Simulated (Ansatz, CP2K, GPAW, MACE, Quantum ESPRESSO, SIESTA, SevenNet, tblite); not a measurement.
**A faulty CP2K run on random rock-salt alloy of CaS and PbS (64 atoms)**

Program: CP2K 2026.2, a calculation on a cell of 24 Ca, 32 S and 8 Pb, 23.8 Å³ an atom.

input.inp reads:

```
&GLOBAL
  PROJECT cell
  RUN_TYPE ENERGY_FORCE
  PRINT_LEVEL LOW
&END GLOBAL
&FORCE_EVAL
  METHOD QS
  STRESS_TENSOR ANALYTICAL
  &DFT
    BASIS_SET_FILE_NAME BASIS_MOLOPT
    POTENTIAL_FILE_NAME GTH_POTENTIALS
    &MGRID
      CUTOFF 80
      REL_CUTOFF 50
    &END MGRID
    &QS
      EPS_DEFAULT 1.0E-12
    &END QS
    &SCF
      SCF_GUESS ATOMIC
      EPS_SCF 1.0E-06
      MAX_SCF 60
      ADDED_MOS 39
      &DIAGONALIZATION
        ALGORITHM STANDARD
      &END DIAGONALIZATION
      &SMEAR ON
        METHOD FERMI_DIRAC
        ELECTRONIC_TEMPERATURE [K] 580
      &END SMEAR
      &MIXING
        METHOD BROYDEN_MIXING
        ALPHA 0.15
        NBROYDEN 8
      &END MIXING
      &PRINT
        &RESTART OFF
        &END RESTART
      &END PRINT
    &END SCF
    &XC
      &XC_FUNCTIONAL PBE
      &END XC_FUNCTIONAL
    &END XC
    &PRINT
      &MULLIKEN ON
      &END MULLIKEN
      &LOWDIN ON
      &END LOWDIN
      &MO ON
        EIGENVALUES T
        OCCUPATION_NUMBERS T
        MO_INDEX_RANGE 221 244
        &EACH
          QS_SCF 0
        &END EACH
        ADD_LAST NUMERIC
      &END MO
    &END PRINT
  &END DFT
  &SUBSYS
    &CELL
      A 11.50300 0.00000 0.00000
      B 0.00000 11.50300 0.00000
      C 0.00000 0.00000 11.50300
    &END CELL
    &COORD
      Ca 0.01817 0.09271 0.02485
      S 2.90922 0.05625 0.01254
      Pb 11.48229 2.91382 2.86735
      S 2.89864 2.88794 2.88495
      Ca 2.84412 11.46009 2.89795
      S 11.50173 11.50208 2.87149
      Ca 2.84561 2.82916 11.50288
      S 11.47999 2.86425 0.01242
      Pb 0.04222 11.48310 5.70100
      S 2.82192 11.47447 5.69767
[... 50 atom lines left out ...]
      Pb 8.66429 5.78026 8.58331
      S 5.74000 5.77750 8.58745
      Ca 8.64727 8.67280 5.76220
      S 5.74448 8.59355 5.76059
    &END COORD
    &KIND Ca
      BASIS_SET DZVP-MOLOPT-SR-GTH-q10
      POTENTIAL GTH-PBE-q10
    &END KIND
    &KIND S
      BASIS_SET DZVP-MOLOPT-SR-GTH-q6
      POTENTIAL GTH-PBE-q6
    &END KIND
    &KIND Pb
      BASIS_SET DZVP-MOLOPT-SR-GTH-q4
      POTENTIAL GTH-PBE-q4
    &END KIND
  &END SUBSYS
  &PRINT
    &FORCES ON
    &END FORCES
    &STRESS_TENSOR ON
    &END STRESS_TENSOR
  &END PRINT
&END FORCE_EVAL
```

On the command line:

```bash
> OMP_NUM_THREADS=1 cp2k.psmp -i input.inp > output.txt
```

Numbers of over 12 decimals in the logs are rounded to 6 here.

Output:

```text
CP2K| version string:                                       CP2K version 2026.2
 CP2K| Input file name                                                 input.inp
 GLOBAL| Basis set file name                                        BASIS_MOLOPT
 GLOBAL| Potential file name                                      GTH_POTENTIALS
 GLOBAL| Run type                                                   ENERGY_FORCE
 GLOBAL| Total number of message passing processes                             1
 GLOBAL| Number of threads for this process                                    1
 TOTAL NUMBERS AND MAXIMUM NUMBERS
  Total number of            - Atomic kinds:                                   3
                             - Atoms:                                         64
                             - Shell sets:                                    64
                             - Shells:                                       344
                             - Primitive Cartesian functions:                312
                             - Cartesian basis functions:                    920
[... lines left out ...]
                        Smear method:                                FERMI_DIRAC
[... lines left out ...]
 Number of electrons:                                                        464
[... lines left out ...]
  Step     Update method      Time    Convergence         Total energy    Change
[... lines left out ...]
  *** SCF run converged in    17 steps ***
[... lines left out ...]
  Fermi energy:                                                 0.223097
  Total energy:                                             -1240.661970
  Total energy (extrapolated to T->0):                      -1240.661970
[... lines left out ...]
 MO|
 MO|  Index      Eigenvalue [a.u.]        Eigenvalue [eV]             Occupation
 MO|    221               0.138217               3.761065               2.000000
 MO|    222               0.143980               3.917899               2.000000
 MO|    223               0.145752               3.966118               2.000000
[...]
MO|    243               0.290837               7.914064               0.000000
 MO|    244               0.291267               7.925785               0.000000
 MO| Sum:                                                             464.000000
 MO| E(Fermi):            0.223097 a.u.          6.070774 eV
 !-----------------------------------------------------------------------------!
                     Mulliken Population Analysis
 #  Atom  Element  Kind  Atomic population                           Net charge
       1     Ca       1          9.398934                              0.601066
       2     S        2          6.581714                             -0.581714
       3     Pb       3          3.459890                              0.540110
[...]
# Total charge                            464.000000                  0.000000
 !-----------------------------------------------------------------------------!
 LOWDIN POPULATION ANALYSIS
 #  Atom  Element  Kind  Atomic population                           Net charge
[...]
63     Ca       1          9.610352                              0.389648
      64     S        2          6.283522                             -0.283522
 # Total charge                            464.000000                  0.000000
 ENERGY| Total FORCE_EVAL ( QS ) energy [hartree]          -1240.661968
 FORCES| Atomic forces [hartree/bohr]
 FORCES|   Atom     x               y               z               |f|
 FORCES|      1 -1.22049933E-03 -5.47460608E-03 -2.90439716E-03   6.31636392E-03
 FORCES|      2 -2.40721914E-03  6.66637585E-03 -2.07331507E-03   7.38470760E-03
 FORCES|      3  3.97503470E-03 -4.97527722E-03  6.16062295E-03   8.86044917E-03
[...]
FORCES|     63  3.95727792E-03  9.51934326E-03  4.94252665E-04   1.03209607E-02
 FORCES|     64  3.06483455E-03  3.87009545E-03  2.98131553E-04   4.94567811E-03
 FORCES| Sum    -1.57965571E-02 -3.41012122E-03  2.55566881E-02
 FORCES| Total atomic force                                       3.02374676E-02
 STRESS| Analytical stress tensor [bar]
 STRESS|                        x                   y                   z
 STRESS|      x        2.91400518872E+04   6.64355538109E+01  -7.46526119744E+01
 STRESS|      y        6.64355538109E+01   2.81535451716E+04  -3.29336519408E+01
 STRESS|      z       -7.46526119744E+01  -3.29336519408E+01   2.89693598499E+04
 STRESS| 1/3 Trace                                             2.87543189696E+04
```

It took 1.7 min on 1 thread of Arm Neoverse V2, shared host; peak memory 0.6 GiB.

Banners, paths, timers and routine set-up lines are dropped from the logs unmarked, and long logs keep their key lines alone; longer cuts are marked.

Against a plane-wave PBE reference and this program's sound run:

- r.m.s. difference of force components: 172.2 meV/Å
- longest difference of force vectors: 674.7 meV/Å
- force difference over r.m.s. force: 57.75 %
- slope of forces against the reference's: 0.749
- energy less the same-level run's: -9.068 meV/atom
- r.m.s. force difference from the same-level run: 178.6 meV/Å

Why should this run not be trusted?

A grid cutoff far too low: cutoff 80 Ry. The sound run has cutoff 600 Ry.

The run converged all the same, so the exit status doesn't show the fault.

[Also dropped from logs without a mark: logging warnings of Python, and SIESTA's first energy breakdown and zero terms.]

[Logs are printed without paths, hosts, clocks, repeated set-up lines and the standing remarks that a program may print on its own settings, such as how far it seeks lower states.]

[Hosts, paths, dates, database ids (printed as entryN), source tags and the programs' standing remarks are cut or masked in the printed files.]
